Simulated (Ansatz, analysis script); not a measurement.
**Fixed-spin-moment curve of MnSe**

Is MnSe magnetic, nearly magnetic or plainly paramagnetic? E(M) and M(B) tell.

Program: Ansatz 0.2.0. Level of theory: PBEsol with U = 4 eV on Mn d (ortho-atomic projectors), PAW set soft_1 (files made for PBE). Results are calculated unless marked as measured.

This is a report of a sequence of runs, with most program output left out.

In doubt: warnings of the run leave room for a lower electronic state (step 2), so energies may not be the lowest and differences between runs may mislead.

## Step 1: The structure

Symmetry: P6_3/mmc, No. 194, hexagonal system. Conventional cell: a = 3.859 Å, b = 3.859 Å, c = 5.972 Å, α = 90.00°, β = 90.00°, γ = 120.00°. Nearest to Mn lie 6 Se at 2.68 Å and 2 Mn at 2.99 Å. Se has 6 Mn at 2.68 Å nearest. Farther neighbours and most contacts between anions are not listed.

The cell comes from the Materials Project, a database of computed structures, and the real compound, where it exists, may take another one.

The cell of this run holds 4 atoms, 2 of them with a starting moment; values «a cell» refer to the cell of the run in question.

## Step 2: Starting state

A collinear run comes first: it shows whether moments survive, and how large they are.

The input, input.yaml:

```yaml
crystal:
  lattice:
    - [3.8593697997, 0.0, 0.0]
    - [-1.9296848998, 3.3423122891, 0.0]
    - [0.0, 0.0, 5.972411]
  atoms:
    - { symbol: Mn, position: [0.0, 0.0, 0.0], spin: 4.5 }
    - { symbol: Mn, position: [0.0, 0.0, 0.5], spin: 4.5 }
    - { symbol: Se, position: [0.66666667, 0.33333333, 0.25] }
    - { symbol: Se, position: [0.33333333, 0.66666667, 0.75] }
magnetization:
  spin_polarized: true
kpoints:
  mp_grid: { grid: [5, 5, 3] }
hamiltonian:
  xc: pbesol
  hubbard:
    projectors: ortho-atomic
    sites: [{ species: Mn, l: d, u_eff: 4.0 }]
  pseudopotentials: { kind: paw, azcp: { folder: soft_1 }, xc_functional: pbe }
scf:
  occupations: { method: fermi_dirac, width: 0.02 }
  max_iter: 120
  convergence: { dr2_threshold: 1.0e-08 }
output:
  write_density: true
  write_potential: true
  elf: true
  volumetric_format: npy
```

Run with:

```sh
ansatz run input.yaml --threads 2 --pin off --max-ram 5120MiB --backend cpu --events-out ev --progress --plain --runs-dir out
```

Elapsed: 2.7 s, on 2 threads of Arm Neoverse V2, shared host; peak memory 0.42 GiB.

Spin moment in the atom's sphere by atom:

| atom | spin moment in the atom's sphere (μB) |
| --- | --- |
| Mn1 | 4.50 |
| Mn2 | 4.50 |
| Se3 | 0.12 |
| Se4 | 0.12 |

Tables count atoms from 1; parts of the log count from 0.

The run ends ferromagnetic, with a net moment of 10 μB a cell. Only this order was typed.

Spin density in the ac plane at fractional y = 0.000, with atoms of Mn within 0.2 Å of it.

Ten even steps from '_' (0.0 e/Å³) to '@' (8.6 e/Å³), each cell a mean:
```
**==..__________________..==
::..______________________..
____________________________
____________________________
____________________________
____________________________
____________________________
____________________________
::..______________________::
%%==..__________________::++
@@++..__________________::**
==::____________________..--
..__________________________
____________________________
____________________________
____________________________
____________________________
____________________________
..________________________..
++--..__________________..==
@@++..__________________::##
```
Columns run along a (3.9 Å), rows up along c (6.0 Å). Atoms in or near the plane, at fractional coordinates: Mn at (0.00, 0.00), Mn at (0.00, 0.50).

Valence density in the ac plane at fractional y = 0.000, with atoms of Mn within 0.2 Å of it. It is the smooth field of the valence electrons, not physical close to the nuclei.

Ten steps, logarithmic in the rise over the least value, from '_' (0 e/Å³) to '@' (27 e/Å³), each cell a mean:
```
@@%%++::______________--**%%
**++--..______________..==**
--::..__________________..::
____________......__________
__________..........________
__________..........________
..__________......__________
==--..________________..::--
##**--..______________::==**
@@%%++::______________--**%%
@@%%++::____________..--##@@
%%##==..______________::++##
++==::..______________..::==
....____________________....
__________..........________
__________..........________
__________........__________
::....__________________..::
++==::..______________..--++
%%##++::______________::**%%
@@%%**::____________..--##@@
```
Columns run along a (3.9 Å), rows up along c (6.0 Å). Atoms in or near the plane, at fractional coordinates: Mn at (0.00, 0.00), Mn at (0.00, 0.50).

ELF in the ac plane at fractional y = 0.000, with atoms of Mn within 0.2 Å of it. It is the smooth field of the valence electrons, not physical close to the nuclei.

Values, 21 rows by 14 columns, each cell a mean:
```
0.72 0.63 0.43 0.21 0.13 0.17 0.19 0.19 0.19 0.16 0.14 0.27 0.51 0.66
0.54 0.47 0.30 0.16 0.18 0.29 0.35 0.37 0.34 0.26 0.16 0.19 0.37 0.50
0.28 0.23 0.16 0.18 0.32 0.49 0.57 0.58 0.55 0.44 0.27 0.16 0.18 0.25
0.13 0.13 0.17 0.29 0.47 0.62 0.66 0.67 0.66 0.58 0.41 0.24 0.15 0.13
0.15 0.17 0.24 0.37 0.55 0.66 0.69 0.69 0.69 0.63 0.50 0.33 0.20 0.16
0.14 0.16 0.23 0.36 0.54 0.66 0.69 0.69 0.68 0.63 0.49 0.32 0.20 0.15
0.14 0.13 0.16 0.27 0.45 0.61 0.66 0.66 0.65 0.56 0.39 0.23 0.14 0.13
0.34 0.29 0.18 0.16 0.27 0.44 0.52 0.54 0.51 0.39 0.23 0.15 0.22 0.31
0.57 0.50 0.33 0.17 0.17 0.27 0.32 0.34 0.31 0.23 0.15 0.20 0.39 0.53
0.75 0.66 0.45 0.23 0.13 0.15 0.16 0.16 0.16 0.14 0.14 0.29 0.53 0.69
0.78 0.68 0.47 0.24 0.13 0.14 0.14 0.14 0.14 0.13 0.14 0.30 0.55 0.71
0.64 0.57 0.38 0.19 0.15 0.22 0.25 0.26 0.25 0.19 0.14 0.23 0.45 0.59
0.40 0.34 0.21 0.15 0.24 0.40 0.48 0.50 0.46 0.35 0.20 0.16 0.26 0.36
0.19 0.16 0.15 0.22 0.39 0.56 0.62 0.63 0.61 0.51 0.33 0.18 0.14 0.17
0.13 0.15 0.21 0.35 0.52 0.65 0.68 0.69 0.68 0.62 0.48 0.30 0.18 0.14
0.15 0.17 0.25 0.38 0.56 0.66 0.69 0.70 0.69 0.64 0.51 0.34 0.21 0.17
0.13 0.14 0.19 0.32 0.50 0.64 0.67 0.68 0.67 0.60 0.45 0.27 0.17 0.14
0.21 0.18 0.15 0.20 0.36 0.53 0.60 0.62 0.60 0.49 0.31 0.17 0.15 0.19
0.45 0.39 0.25 0.15 0.22 0.36 0.43 0.45 0.42 0.31 0.18 0.17 0.30 0.41
0.68 0.60 0.41 0.20 0.14 0.19 0.22 0.22 0.21 0.17 0.14 0.25 0.48 0.63
0.78 0.69 0.47 0.24 0.13 0.14 0.14 0.13 0.14 0.13 0.14 0.30 0.55 0.72
```
Columns run along a (3.9 Å), rows up along c (6.0 Å). Atoms in or near the plane, at fractional coordinates: Mn at (0.00, 0.00), Mn at (0.00, 0.50).

## Step 3: The non-magnetic reference

The state without spin is the zero of E(M).

input.yaml, the sections that differ from step 2:

```yaml
crystal:
  lattice:
    - [3.8593697997, 0.0, 0.0]
    - [-1.9296848998, 3.3423122891, 0.0]
    - [0.0, 0.0, 5.972411]
  atoms:
    - { symbol: Mn, position: [0.0, 0.0, 0.0] }
    - { symbol: Mn, position: [0.0, 0.0, 0.5] }
    - { symbol: Se, position: [0.66666667, 0.33333333, 0.25] }
    - { symbol: Se, position: [0.33333333, 0.66666667, 0.75] }
basis:
  ecutwfc: 420.0
# kpoints, hamiltonian, scf: as in step 2
# magnetization: removed
# output: removed
```

Run with:

```sh
ansatz run input.yaml --threads 1 --pin off --max-ram 2560MiB --backend cpu --events-out ev --progress --plain --runs-dir out
```

The job ended after 2.3 s (1 thread; peak memory 0.34 GiB).

The free collinear run lies 7247 meV below it.

## Step 4: Total moment fixed at 0.909 μB

Two Fermi levels, one a spin, hold the total moment exactly, which reaches states that a free run would leave.

input.yaml, the sections that differ from step 3:

```yaml
crystal:
  lattice:
    - [3.8593697997, 0.0, 0.0]
    - [-1.9296848998, 3.3423122891, 0.0]
    - [0.0, 0.0, 5.972411]
  atoms:
    - { symbol: Mn, position: [0.0, 0.0, 0.0], spin: 0.4545 }
    - { symbol: Mn, position: [0.0, 0.0, 0.5], spin: 0.4545 }
    - { symbol: Se, position: [0.66666667, 0.33333333, 0.25] }
    - { symbol: Se, position: [0.33333333, 0.66666667, 0.75] }
magnetization:
  spin_polarized: true
  initial_magnetization: 0.909
  spin_locking: { lock_magnetization: hard }
# kpoints, hamiltonian, scf, basis: as in step 3
```

Run time: 2.6 min. Hardware: 1 thread; peak memory 0.78 GiB.

The run was cut off at the time left to it in the session, and no result is taken from it.

## Step 5: Total moment fixed at 1.818 μB

input.yaml, the sections that differ from step 4:

```yaml
crystal:
  lattice:
    - [3.8593697997, 0.0, 0.0]
    - [-1.9296848998, 3.3423122891, 0.0]
    - [0.0, 0.0, 5.972411]
  atoms:
    - { symbol: Mn, position: [0.0, 0.0, 0.0], spin: 0.909 }
    - { symbol: Mn, position: [0.0, 0.0, 0.5], spin: 0.909 }
    - { symbol: Se, position: [0.66666667, 0.33333333, 0.25] }
    - { symbol: Se, position: [0.33333333, 0.66666667, 0.75] }
magnetization:
  spin_polarized: true
  initial_magnetization: 1.818
  spin_locking: { lock_magnetization: hard }
# kpoints, hamiltonian, scf, basis: as in step 4
```

It took 2.7 min on 1 thread; peak memory 0.73 GiB.

The run was cut off at the time left to it in the session, and no result is taken from it.

## Step 6: Total moment fixed at 2.727 μB

input.yaml, the sections that differ from step 5:

```yaml
crystal:
  lattice:
    - [3.8593697997, 0.0, 0.0]
    - [-1.9296848998, 3.3423122891, 0.0]
    - [0.0, 0.0, 5.972411]
  atoms:
    - { symbol: Mn, position: [0.0, 0.0, 0.0], spin: 1.3635 }
    - { symbol: Mn, position: [0.0, 0.0, 0.5], spin: 1.3635 }
    - { symbol: Se, position: [0.66666667, 0.33333333, 0.25] }
    - { symbol: Se, position: [0.33333333, 0.66666667, 0.75] }
magnetization:
  spin_polarized: true
  initial_magnetization: 2.727
  spin_locking: { lock_magnetization: hard }
# kpoints, hamiltonian, scf, basis: as in step 5
```

It took 2.7 min on 1 thread; peak memory 0.81 GiB.

The run was cut off at the time left to it in the session, and no result is taken from it.

## Step 7: Total moment fixed at 3.636 μB

input.yaml, the sections that differ from step 6:

```yaml
crystal:
  lattice:
    - [3.8593697997, 0.0, 0.0]
    - [-1.9296848998, 3.3423122891, 0.0]
    - [0.0, 0.0, 5.972411]
  atoms:
    - { symbol: Mn, position: [0.0, 0.0, 0.0], spin: 1.818 }
    - { symbol: Mn, position: [0.0, 0.0, 0.5], spin: 1.818 }
    - { symbol: Se, position: [0.66666667, 0.33333333, 0.25] }
    - { symbol: Se, position: [0.33333333, 0.66666667, 0.75] }
magnetization:
  spin_polarized: true
  initial_magnetization: 3.636
  spin_locking: { lock_magnetization: hard }
# kpoints, hamiltonian, scf, basis: as in step 6
```

It took 2.6 min on 1 thread; peak memory 0.69 GiB.

The run was cut off at the time left to it in the session, and no result is taken from it.

## Step 8: Total moment fixed at 4.545 μB

input.yaml, the sections that differ from step 7:

```yaml
crystal:
  lattice:
    - [3.8593697997, 0.0, 0.0]
    - [-1.9296848998, 3.3423122891, 0.0]
    - [0.0, 0.0, 5.972411]
  atoms:
    - { symbol: Mn, position: [0.0, 0.0, 0.0], spin: 2.2725 }
    - { symbol: Mn, position: [0.0, 0.0, 0.5], spin: 2.2725 }
    - { symbol: Se, position: [0.66666667, 0.33333333, 0.25] }
    - { symbol: Se, position: [0.33333333, 0.66666667, 0.75] }
magnetization:
  spin_polarized: true
  initial_magnetization: 4.545
  spin_locking: { lock_magnetization: hard }
# kpoints, hamiltonian, scf, basis: as in step 7
```

Run time: 2.6 min. Hardware: 1 thread; peak memory 0.73 GiB.

The run was cut off at the time left to it in the session, and no result is taken from it.

## Step 9: Total moment fixed at 5.455 μB

input.yaml, the sections that differ from step 8:

```yaml
crystal:
  lattice:
    - [3.8593697997, 0.0, 0.0]
    - [-1.9296848998, 3.3423122891, 0.0]
    - [0.0, 0.0, 5.972411]
  atoms:
    - { symbol: Mn, position: [0.0, 0.0, 0.0], spin: 2.7275 }
    - { symbol: Mn, position: [0.0, 0.0, 0.5], spin: 2.7275 }
    - { symbol: Se, position: [0.66666667, 0.33333333, 0.25] }
    - { symbol: Se, position: [0.33333333, 0.66666667, 0.75] }
magnetization:
  spin_polarized: true
  initial_magnetization: 5.455
  spin_locking: { lock_magnetization: hard }
# kpoints, hamiltonian, scf, basis: as in step 8
```

Wall time 2.5 min (1 thread); peak memory 0.74 GiB.

The run was cut off at the time left to it in the session, and no result is taken from it.

[Logs and program files are shortened in this print: banners, set-up blocks, solver, clock and traceback lines can be left out without a mark of their own.]

[Logs are printed without paths, hosts, clocks, repeated set-up lines and the standing remarks that a program may print on its own settings, such as how far it seeks lower states.]

[Hosts, paths, dates, database ids (printed as entryN), source tags and the programs' standing remarks are cut or masked in the printed files.]
